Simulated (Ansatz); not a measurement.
# What Hf (Im-3m, 1 atom in the cell) distorts into, part 2 of 2

Which phase does Hf (Im-3m, 1 atom in the cell) fall into along its unstable mode, and how much energy does it gain?

Ansatz 0.2.0; DFT PBEsol, scalar-relativistic, plane waves, PAW; PAW set soft_1.

So far, highest frequency on path, mesh or solved points (cm⁻¹): step 2 (phonons on a q mesh) 138. Also lowest frequency on the path (cm⁻¹): step 2 -87.9.

This is not the structure that Hf takes at ambient pressure (hexagonal, No. 194); it is a model or a phase of other conditions.

### Step 6. Relaxation from the frozen mode

Starting from the lowest point found, all atoms and the cell are let go, so that strain and other modes of the same symmetry can join in.

input.yaml

```yaml
crystal:
  lattice:
    - [-1.7446091036, 1.7446091036, 1.7446091036]
    - [0.0, -3.4892182072, 3.4892182072]
    - [5.2338273108, 1.7446091036, 1.7446091036]
  atoms:
    - { symbol: Hf, position: [0.0645982296, 0.0, -0.0126218219] }
    - { symbol: Hf, position: [0.6854017704, 0.5, 0.2626218219] }
    - { symbol: Hf, position: [0.4354017704, 0.0, 0.5126218219] }
    - { symbol: Hf, position: [0.3145982296, 0.5, 0.7373781781] }
kpoints:
  mp_grid: { grid: [14, 8, 8] }
hamiltonian:
  xc: pbesol
  pseudopotentials: { kind: paw, azcp: { folder: soft_1 }, xc_functional: pbe }
scf:
  occupations: { method: methfessel_paxton, width: 0.2 }
output:
  forces: true
  stress: true
  eigenvalues: true
relax:
  adjacent_minimum: "off"
  f_tol: 0.002
  max_steps: 120
  cell: { stress_tol: 0.03 }
```

On the command line:

```console
$ ansatz run input.yaml --threads 4 --pin off --max-ram 10240MiB --backend cpu --events-out ev --progress --plain --runs-dir out
```

What it wrote:

```text
[...]
Crystal: 4 atoms, lattice volume = 84.960 Å³
Basis set: ecut = 420 eV, 1637 PW (Γ), exchange–correlation on 48×72×80 points (8 copies of the dense FFT grid, shifted against one another)
Bands: 63, of which v1, the nominal top of the filled ones, is band 52 counted from 1 (51 counted from 0)
Symmetry: 4 space group operations
[...]
k-points: 290 of 896
[...]
SCF iter   1: F=—  HF=-62395.223456 eV  |F-HF|=—  |Δ(HF+E_count)|=         —  Δρ=3.58e-2  dr2=2.21e0  ethr=3.10e-3  ⟨swp⟩=5.5  Hψ=55655  notcnv=0
[...]
SCF iter  10: F=-62394.647989 eV  HF=-62394.647989 eV  |F-HF|=8.80e-9  |Δ(HF+E_count)|=   3.09e-8  S|Δr|=    0.00e0  Δρ=3.82e-6  dr2=1.15e-8  ethr=9.62e-11  ⟨swp⟩=15.0  Hψ=121070  notcnv=0
SCF 1 converged in 10 iterations: F = -62394.647989 eV  dr2 = 1.15e-8
[...]
relax step   1: F+E_penalty+E_count = -62394.64798906 eV  Δ(F+E_penalty+E_count) = +0.000e0 eV  max|allowed force component| = 3.889e-1 eV/Å  Δτ_max = 0.0000 Å  P = +1.256 GPa  Ω = 84.960 Å³  (10 SCF iters, dr2 threshold 1.00e-7 eV, accepted)
Crystal: 4 atoms, lattice volume = 87.251 Å³
Basis set: ecut = 420 eV, 1705 PW (Γ), exchange–correlation on 48×72×80 points (8 copies of the dense FFT grid, shifted against one another)
[...]
iter 1 solved again at ethr=2.18e-4 eV; its pass at ethr=3.10e-3 eV (dr2=2.27e-1 eV) is discarded
[...]
SCF iter   9: F=-62394.824125 eV  HF=-62394.824125 eV  |F-HF|=1.19e-9  |Δ(HF+E_count)|=   6.87e-7  S|Δr|=    0.00e0  Δρ=7.37e-6  dr2=3.02e-8  ethr=3.85e-10  ⟨swp⟩=5.2  Hψ=80155  notcnv=0
SCF 2 converged in 9 iterations: F = -62394.824125 eV  dr2 = 3.02e-8
relax step   2: F+E_penalty+E_count = -62394.82412459 eV  Δ(F+E_penalty+E_count) = -1.761e-1 eV  max|allowed force component| = 5.130e-1 eV/Å  Δτ_max = 0.1950 Å  P = -1.899 GPa  Ω = 87.251 Å³  energy of the carried Pulay correction = -6.676e-4 eV  (9 SCF iters, dr2 threshold 4.00e-7 eV, accepted)
Crystal: 4 atoms, lattice volume = 84.764 Å³
Basis set: ecut = 420 eV, 1651 PW (Γ), exchange–correlation on 48×72×80 points (8 copies of the dense FFT grid, shifted against one another)
[...]
SCF iter   9: F=-62395.016018 eV  HF=-62395.016018 eV  |F-HF|=8.78e-8  |Δ(HF+E_count)|=   2.55e-8  S|Δr|=    0.00e0  Δρ=1.03e-5  dr2=1.02e-7  ethr=3.85e-10  ⟨swp⟩=8.1  Hψ=99837  notcnv=0
SCF 3 converged in 9 iterations: F = -62395.016018 eV  dr2 = 1.02e-7
relax step   3: F+E_penalty+E_count = -62395.01601819 eV  Δ(F+E_penalty+E_count) = -1.919e-1 eV  max|allowed force component| = 2.530e-1 eV/Å  Δτ_max = 0.2000 Å  P = +1.496 GPa  Ω = 84.764 Å³  energy of the carried Pulay correction = +5.800e-5 eV  (9 SCF iters, dr2 threshold 4.00e-7 eV, accepted)
[...]
relax step   4: F+E_penalty+E_count = -62395.04203619 eV  Δ(F+E_penalty+E_count) = -2.602e-2 eV  max|allowed force component| = 8.351e-3 eV/Å  Δτ_max = 0.0354 Å  P = +1.771 GPa  Ω = 84.646 Å³  energy of the carried Pulay correction = +9.304e-5 eV  (8 SCF iters, dr2 threshold 4.00e-7 eV, accepted)
[...]
relax step   5: F+E_penalty+E_count = -62395.04853380 eV  Δ(F+E_penalty+E_count) = -6.498e-3 eV  max|allowed force component| = 2.644e-2 eV/Å  Δτ_max = 0.0085 Å  P = -0.164 GPa  Ω = 86.077 Å³  energy of the carried Pulay correction = -3.278e-4 eV  (6 SCF iters, dr2 threshold 4.00e-7 eV, accepted)
[...]
relax step   6: F+E_penalty+E_count = -62395.04927006 eV  Δ(F+E_penalty+E_count) = -7.363e-4 eV  max|allowed force component| = 1.339e-2 eV/Å  Δτ_max = 0.0102 Å  P = -0.008 GPa  Ω = 85.962 Å³  energy of the carried Pulay correction = -2.942e-4 eV  (5 SCF iters, dr2 threshold 2.54e-7 eV, accepted)
[...]
relax step   7: F+E_penalty+E_count = -62395.04935754 eV  Δ(F+E_penalty+E_count) = -8.749e-5 eV  max|allowed force component| = 2.148e-3 eV/Å  Δτ_max = 0.0022 Å  P = -0.004 GPa  Ω = 85.955 Å³  energy of the carried Pulay correction = -2.922e-4 eV  (8 SCF iters, dr2 threshold 1.13e-8 eV, accepted)
[...]
relax step   8: F+E_penalty+E_count = -62395.04938798 eV  Δ(F+E_penalty+E_count) = -3.044e-5 eV  max|allowed force component| = 5.623e-4 eV/Å  Δτ_max = 0.0008 Å  P = -0.002 GPa  Ω = 85.955 Å³  energy of the carried Pulay correction = -2.922e-4 eV  (5 SCF iters, dr2 threshold 1.72e-8 eV, accepted)
[...]
SCF iter   8: F=-62395.049875 eV  HF=-62395.049875 eV  |F-HF|=1.46e-11  |Δ(HF+E_count)|=  7.28e-12  S|Δr|=    0.00e0  Δρ=3.42e-8  dr2=1.41e-12  ethr=1.00e-12  ⟨swp⟩=5.2  Hψ=181438  notcnv=0
WARN: eigensolver did not converge (k=149): 1 band(s) unlocked after 105 sweeps at occupation × residual norm < 1.00e-8 eV (lowest unlocked band 0, counted from 0, weighed at 2.000 electrons; max residual 1.37e-7 eV among the unlocked bands, 1.37e-7 eV over every band, not weighted by occupation; other slots of this pass that fall short are told together in one closing line; warning suppressed for the rest of this close's residual-converged pass)
SCF 9 converged in 8 iterations: F = -62395.049875 eV  dr2 = 1.41e-12
  Residual-converged pass: ⟨swp⟩=1.9  Hψ=21418  notcnv=1  max |occ|·‖R‖ = 2.7e-7 eV (tolerance 1.0e-8 eV)  dr2=1.41e-12  dr2_onsite=2.94e-13  max |Δocc| = 4.5e-13
relax step   9: F+E_penalty+E_count = -62395.04987492 eV  Δ(F+E_penalty+E_count) = -4.869e-4 eV  max|allowed force component| = 5.495e-4 eV/Å  Δτ_max = 0.0000 Å  P = -0.002 GPa  Ω = 85.955 Å³  stress off target by 2.60e-2 GPa  SCF on the basis re-selected at this cell (its energy is not comparable with the rows above)  (8 SCF iters)
basis re-selected at this cell: Δ(F+E_penalty+E_count) = -4.869e-4 eV, ΔP = +0.000 GPa vs the last step (what re-selecting the basis moved, of the pressure what is left beyond the Pulay correction that the steps carried, after the strain that the cell walked since its last selection, with what the two solves' SCF thresholds leave and, on support functions, any second-order correction that the steps lacked; it is no m [...]
SCF converged after 8 iterations
[...]
Free energy (F): -62395.049875 eV
[...]
Internal energy: -62395.049075 eV  (E = F + TS)
E sigma→0 (E₀):  -62395.049675 eV
Entropy (-TS):   -0.000800 eV (-0.200 meV/atom)
Fermi energy:    18.625507 eV
[...]
--- Forces (eV/Å), atoms counted from 1 ---
  atom   1  Hf    -0.00036423    -0.00054954    -0.00054954
  atom   2  Hf     0.00036423     0.00054954     0.00054954
  atom   3  Hf    -0.00054047    -0.00026071    -0.00026071
  atom   4  Hf     0.00054047     0.00026071     0.00026071
  max |Σ_I F_I| component: 0.00e0 eV/Å
--- Stress (GPa, compression-positive) ---
        0.017409      -0.004622      -0.004622
       -0.004622      -0.011020       0.015007
       -0.004622       0.015007      -0.011020
  P = ⅓ Tr σ = -0.0015 GPa (-0.015 kbar)
--- Band table (eV; the first three rows and the last of 290) ---
  k-point 0: bands = [... 48 lower, 17.2942, 17.6615, 17.7664, 18.3660, 19.7365, 19.8721, 20.0463, 20.7319, ... 7 higher]
  k-point 1: bands = [... 48 lower, 17.3742, 17.6435, 17.9968, 18.4234, 19.5806, 19.8288, 19.9093, 20.5335, ... 7 higher]
  k-point 2: bands = [... 48 lower, 17.6093, 17.8685, 18.1356, 18.5880, 19.3416, 19.5317, 19.7638, 20.2391, ... 7 higher]
  k-point 289: bands = [... 48 lower, 17.3790, 17.3790, 18.2045, 18.2045, 19.0965, 19.0965, 19.9117, 19.9117, ... 7 higher]
--- Relaxed structure (8 steps of the walk, 8 accepted, 1 SCFs on fresh bases) ---
  F+E_penalty+E_count = -62395.04987492 eV   max|allowed force component| = 5.495e-4 eV/Å   (the final SCF, on the basis selected at the relaxed cell)
  cell:  # Å, volume = 85.9551 Å³
    - [-1.886573, 1.720434, 1.720434]
    - [-2.775558e-17, -3.418743, 3.418743]
    - [5.505148, 1.643148, 1.643148]
  atoms:
    - { symbol: Hf, position: [0.054003, 0.0, -0.016771] }
    - { symbol: Hf, position: [0.695997, 0.5, 0.266771] }
    - { symbol: Hf, position: [0.308277, -2.775558e-17, 0.491437] }
    - { symbol: Hf, position: [0.441723, 0.500000, 0.758563] }
```

Wall time 3.4 min (4 threads of Arm Neoverse V2, shared host); peak memory 1.3 GiB; 14 min of CPU time.

The steps of the relaxation:

```
step  energy less that of the first step (eV)  largest force component (eV/Å)  pressure (GPa)  volume (Å³)
   1                                   0.0000                          0.3889            1.26        84.96
   2                                  -0.1761                          0.5130           -1.90        87.25
   3                                  -0.3680                          0.2530            1.50        84.76
   4                                  -0.3940                          0.0084            1.77        84.65
   5                                  -0.4005                          0.0264           -0.16        86.08
   6                                  -0.4013                          0.0134           -0.01        85.96
   7                                  -0.4014                          0.0021            0.00        85.95
   8                                  -0.4014                          0.0006            0.00        85.96
  9*                                  -0.4019                          0.0006            0.00        85.96
```

Relaxation steps marked * repeat the geometry before them on a plane-wave basis chosen anew for their cell, so energy and pressure can jump there.

Forces are held to the 4 operations that the program found; a distortion that breaks them can't arise in this run.

```
     cell as run  before   after  change
           a (Å)   3.022   3.079  +1.9 %
           b (Å)   4.934   4.835  -2.0 %
           c (Å)   5.786   5.975  +3.3 %
           β (°)  100.02  104.90  +4.9 %
volume (Å³/atom)   21.24   21.49  +1.2 %
```

The atoms that moved most (Å, as changes of fractional coordinates times the final cell):

```
atom      dx      dy      dz  length
 Hf3   0.123  -0.254  -0.254   0.379
 Hf4  -0.123   0.254   0.254   0.379
 Hf2   0.003   0.025   0.025   0.036
 Hf1  -0.003  -0.025  -0.025   0.036
```

This step gave:

| Item | Value |
| --- | --- |
| pressure | -0.001544 GPa |
| volume per atom | 21.49 Å³ |

The distorted start has space group P2_1/m; the relaxation ends in Cmcm.

### Step 7. The new phase in its own primitive cell

The relaxed structure is symmetrised, reduced to its primitive cell and relaxed tightly, as its phonons need.

input.yaml, the sections that differ from step 6:

```yaml
crystal:
  lattice:
    - [1.5393944169, -5.7744479364, 0.0]
    - [1.5393944169, 5.7744479364, 0.0]
    - [0.0, 0.0, 4.8348325531]
  atoms:
    - { symbol: Hf, position: [0.8207739258, 0.1792260742, 0.75] }
    - { symbol: Hf, position: [0.1792260742, 0.8207739258, 0.25] }
    - { symbol: Hf, position: [0.566670101, 0.433329899, 0.75] }
    - { symbol: Hf, position: [0.433329899, 0.566670101, 0.25] }
kpoints:
  mp_grid: { grid: [14, 14, 10] }
relax:
  adjacent_minimum: "off"
  f_tol: 0.001
  max_steps: 60
  cell: { stress_tol: 0.01 }
# hamiltonian, scf, output: as in step 6
```

What it wrote:

```text
[...]
Crystal: 4 atoms, lattice volume = 85.955 Å³
Basis set: ecut = 420 eV, 1651 PW (Γ), exchange–correlation on 80×80×72 points (8 copies of the dense FFT grid, shifted against one another)
Bands: 63, of which v1, the nominal top of the filled ones, is band 52 counted from 1 (51 counted from 0)
Symmetry: 8 space group operations
[...]
k-points: 342 of 1960
[...]
--- Relaxed structure (5 steps of the walk, 5 accepted, 1 SCFs on fresh bases) ---
[...]
cell:  # Å, volume = 85.9370 Å³
    - [1.538965, -5.767370, 0]
    - [1.538965, 5.767370, 0]
    - [-2.728366e-19, 0, 4.841097]
  atoms:
    - { symbol: Hf, position: [0.820901, 0.179099, 0.750000] }
    - { symbol: Hf, position: [0.179099, 0.820901, 0.250000] }
    - { symbol: Hf, position: [0.566555, 0.433445, 0.750000] }
    - { symbol: Hf, position: [0.433445, 0.566555, 0.250000] }
[key lines of the parts left out:]
SCF converged after 6 iterations
Free energy (F): -62395.049180 eV
Fermi energy:    18.626864 eV
P = ⅓ Tr σ = -0.0010 GPa (-0.010 kbar)
```

Elapsed: 2.7 min, on 4 threads; peak memory 1.4 GiB; 11 min of CPU time.

The steps of the relaxation:

```csv
step,energy less that of the first step (eV),largest force component (eV/Å),pressure (GPa),volume (Å³)
1,0.0000,0.0048,-0.02,85.96
2,-0.0001,0.0078,0.04,85.91
3,-0.0001,0.0038,-0.01,85.94
4,-0.0001,0.0029,0.00,85.94
5,-0.0001,0.0001,0.00,85.94
6*,-0.0001,0.0000,0.00,85.94
```

Relaxation steps marked * repeat the geometry before them on a plane-wave basis chosen anew for their cell, so energy and pressure can jump there.

Forces are held to the 8 operations that the program found; a distortion that breaks them can't arise in this run.

```csv
"conventional cell, symmetrised",before,after,change
a (Å),3.079,3.078,-0.0 %
b (Å),11.549,11.535,-0.1 %
c (Å),4.835,4.841,+0.1 %
volume (Å³/atom),21.49,21.48,-0.0 %
```

The relaxed structure:

```xyz
4
Lattice="1.5390 -5.7674 0.0000 1.5390 5.7674 0.0000 0.0000 0.0000 4.8411" Properties=species:S:1:pos:R:3 pbc="T T T"
Hf    1.5390   -3.7015    3.6308
Hf    1.5390    3.7015    1.2103
Hf    1.5390   -0.7677    3.6308
Hf    1.5390    0.7677    1.2103
```

Read from the output:

```yaml
pressure: -0.001024 GPa
volume_per_atom: 21.48 Å³
```

The largest force component left is 0.045 meV/Å and the pressure is -0.001 GPa, within the tolerances set. The cell now holds 21.48 Å³/atom.

### Step 8. Modes of the new phase, k-mesh 14×14×10

A relaxed structure may still be a saddle point, so its zone-centre modes are computed. No field response is asked, since the mesh shows no gap.

input.yaml, the sections that differ from step 7:

```yaml
crystal:
  lattice:
    - [1.5389648959, -5.767369939, 0.0]
    - [1.5389648959, 5.767369939, 0.0]
    - [0.0, 0.0, 4.8410965524]
  atoms:
    - { symbol: Hf, position: [0.8209007601, 0.1790992399, 0.75] }
    - { symbol: Hf, position: [0.1790992399, 0.8209007601, 0.25] }
    - { symbol: Hf, position: [0.566555327, 0.433444673, 0.75] }
    - { symbol: Hf, position: [0.433444673, 0.566555327, 0.25] }
output:
  eigenvalues: true
phonons:
  method: dfpt
# kpoints, hamiltonian, scf: as in step 7
# relax: removed
```

What it wrote:

```text
zone centre: on kpoints.mp_grid the ground state, and the responses unless they are solved on pairs of k-points, stand on 342 of the mesh's 1960 k-points, reduced under 4 symmetry operations, with k and −k counted as one. Each operation leaves every solved displacement unchanged or reverses it
[...]
Crystal: 4 atoms, lattice volume = 85.937 Å³
Basis set: ecut = 420 eV, 1651 PW (Γ), exchange–correlation on 80×80×72 points (8 copies of the dense FFT grid, shifted against one another)
Bands: 63, of which v1, the nominal top of the filled ones, is band 52 counted from 1 (51 counted from 0)
Symmetry: 8 space group operations
k-points: 342 of 1960 (irreducible under 4 space group operations, time reversal used)
[...]
SCF iter   1: F=—  HF=-62395.569913 eV  |F-HF|=—  |Δ(HF+E_count)|=         —  Δρ=3.57e-2  dr2=1.41e0  ethr=3.10e-3  ⟨swp⟩=5.6  Hψ=65874  notcnv=0
[...]
SCF iter  14: F=-62395.049180 eV  HF=-62395.049180 eV  |F-HF|=7.28e-12  |Δ(HF+E_count)|=  2.18e-11  S|Δr|=    0.00e0  Δρ=3.31e-8  dr2=7.77e-13  ethr=1.00e-12  ⟨swp⟩=2.9  Hψ=191204  notcnv=0
SCF 1 converged in 14 iterations: F = -62395.049180 eV  dr2 = 7.77e-13
[...]
DFPT response loops at Γ: preconditioner auto → Kerker (q_TF=auto, 2.816 Å⁻¹) (partly filled bands, converged f_vac=0.000); β = 1.00, the filter's whole step (`scf.mixing.beta` (0.50) is not read by the response loops under this deck's `scf.mixing.preconditioner`; to damp them name `kerker` or `kerker_dos`, under which they read `scf.mixing.beta`, and type it under 1.00, their step now; both keys bind the ground state too); Broyden in place of MSR1
SCF converged after 14 iterations
[...]
Free energy (F): -62395.049180 eV
[...]
Internal energy: -62395.046860 eV  (E = F + TS)
E sigma→0 (E₀):  -62395.048600 eV
Entropy (-TS):   -0.002320 eV (-0.580 meV/atom)
Fermi energy:    18.626864 eV
[...]
--- Band table (eV; the first three rows and the last of 342) ---
  k-point 0: bands = [... 48 lower, 17.2978, 17.6770, 17.7792, 18.3534, 19.7365, 19.8748, 20.0328, 20.7551, ... 7 higher]
  k-point 1: bands = [... 48 lower, 17.5574, 17.6790, 17.7176, 18.6120, 19.5713, 19.8080, 19.9373, 20.7539, ... 7 higher]
  k-point 2: bands = [... 48 lower, 17.6610, 17.8357, 18.0866, 19.0453, 19.2579, 19.6186, 19.6629, 20.6478, ... 7 higher]
  k-point 341: bands = [... 48 lower, 17.9039, 17.9039, 18.1594, 18.1594, 18.7177, 18.7177, 19.7675, 19.7675, ... 7 higher]
--- Phonons (Γ-DFPT): 6 representative perturbations + reference, on 342 of 1960 k-points (Σ response iterations 20) ---
  k mesh reduced under 4 symmetry operations, with k and −k counted as one. Each operation leaves every solved displacement unchanged or reverses it
  ASR residual: 1.806e-4 → 0.000e0 eV/Å²; symmetrization residual: 7.883e-6 eV/Å²
  ASR residual per site (eV/Å²): 1.81e-4 1.81e-4 5.45e-5 5.45e-5
  Γ frequencies (cm⁻¹): 0.00 0.00 0.00 51.60 66.06 86.08 88.31 93.93 100.02 123.79 124.14 129.32
  non-analytic LO–TO correction: not included (Born effective charges unavailable; polar crystals: no LO–TO splitting at Γ)
```

Run time: 6.5 min. Hardware: 4 threads; peak memory 5.1 GiB; 25 min of CPU time.

Read from the output:

| Quantity | Value |
| --- | --- |
| sum-rule residual before enforcement | 1.81e-4 eV/Å² |
| point group | mmm |
| highest optical mode at the zone centre (no LO-TO term) | 129.3 cm⁻¹ |
| lowest optical zone-centre mode | 51.6 cm⁻¹ |

Patterns of degenerate modes are one choice out of their space. Modes at Γ:

```
mode  frequency (cm⁻¹)  symmetry
   1               0.0  acoustic
   2               0.0  acoustic
   3               0.0  acoustic
   4              51.6       B1g
   5              66.1       B3g
   6              86.1        Ag
   7              88.3       B1u
   8              93.9       B3u
   9             100.0       B1g
  10             123.8       B3g
  11             124.1        Ag
  12             129.3       B2u
```

Displacements in mode 4 (51.6 cm⁻¹), the largest set to 1:
```
Hf1 -0.73  0.00  0.00
Hf2  0.73  0.00  0.00
Hf3  1.00  0.00  0.00
Hf4 -1.00  0.00  0.00
```

Displacements in mode 12 (129.3 cm⁻¹), the largest set to 1:
```
Hf1  0.00 -1.00  0.00
Hf2  0.00 -1.00  0.00
Hf3  0.00  1.00  0.00
Hf4  0.00  1.00  0.00
```

Before it was imposed, the acoustic sum rule was missed by 1.8e-4 eV/Å². Small misses are needed for a sound result but don't prove that mesh and cutoff are converged. The lowest optical mode is real, 51.6 cm⁻¹.

### Step 9. The phases reached

The phases reached along the modes that were followed are set side by side.

Energies are those of the first relaxation, on the mesh of the frozen mode; space group, volume and gap are those of the last relaxation. Phases, by row:

| mode frozen in | space group | energy from parent (meV/atom) | volume (Å³/atom) | gap on mesh (eV) | lowest zone-centre optical mode (cm⁻¹) | largest shift (Å) |
| --- | --- | --- | --- | --- | --- | --- |
| parent | Im-3m | 0 | 21.24 | 0 | – | – |
| q = (0, 0, -0.5), 88i cm⁻¹ | P6_3/mmc | -166.3 | 21.6 | 0 | 79.2 | 0.456 |
| q = (0, 0.25, 0.25), 54i cm⁻¹ | Cmcm | -126 | 21.48 | 0 | 51.6 | 0.579 |

### Step 10. Outcome

| Property | Result |
| --- | --- |
| unstable mode of the parent | q = (0, 0.25, 0.25), 54i cm⁻¹ |
| depth at the lowest point sampled | 25.6 meV/atom |
| largest atomic shift at that point | 0.22 Å |
| space group reached | Cmcm |
| energy gained over the parent (first relaxation, on the mesh of the frozen mode) | 126 meV/atom |
| volume per atom, phase reached | 21.5 Å³ |
| lowest optical zone-centre mode, phase reached | 51.6 cm⁻¹ |
| highest optical mode at the zone centre (no LO-TO term), phase reached | 129 cm⁻¹ |

What this shows: Along this mode the structure falls into Cmcm, 126 meV/atom below the parent. At the parent's cell the well is 25.65 meV/atom deep on the steps tried, with its lowest point at a shift of 0.22 Å. Relaxing atoms and cell changes the gain by +100.32 meV/atom against the lowest step (energies at zero smearing). Most of the total comes from this relaxation. The new phase has no imaginary mode at the zone centre of its cell; other wavevectors were not checked. Of the 2 patterns followed from this parent, this one ends 40.4 meV/atom above the lowest, P6_3/mmc. Each path keeps the symmetry of its pattern, so a lower phase may lie along a pattern not tried. With no gap, or one that is small against the smearing, the frequencies hang on the k mesh and the smearing, most of all near Kohn anomalies. Spin-orbit coupling is left out, which can matter for the heavy elements here. The PAW files were made for PBE and serve the other functionals too.

[Long decimals in the printed logs are rounded to 6 places.]

[Logs are printed without paths, hosts, clocks, repeated set-up lines and the standing remarks that a program may print on its own settings, such as how far it seeks lower states.]

[Hosts, paths, dates, database ids (printed as entryN), source tags and the programs' standing remarks are cut or masked in the printed files.]

[Where the starting crystal was built by hand or by swapping elements, it need not be the compound's stable phase.]
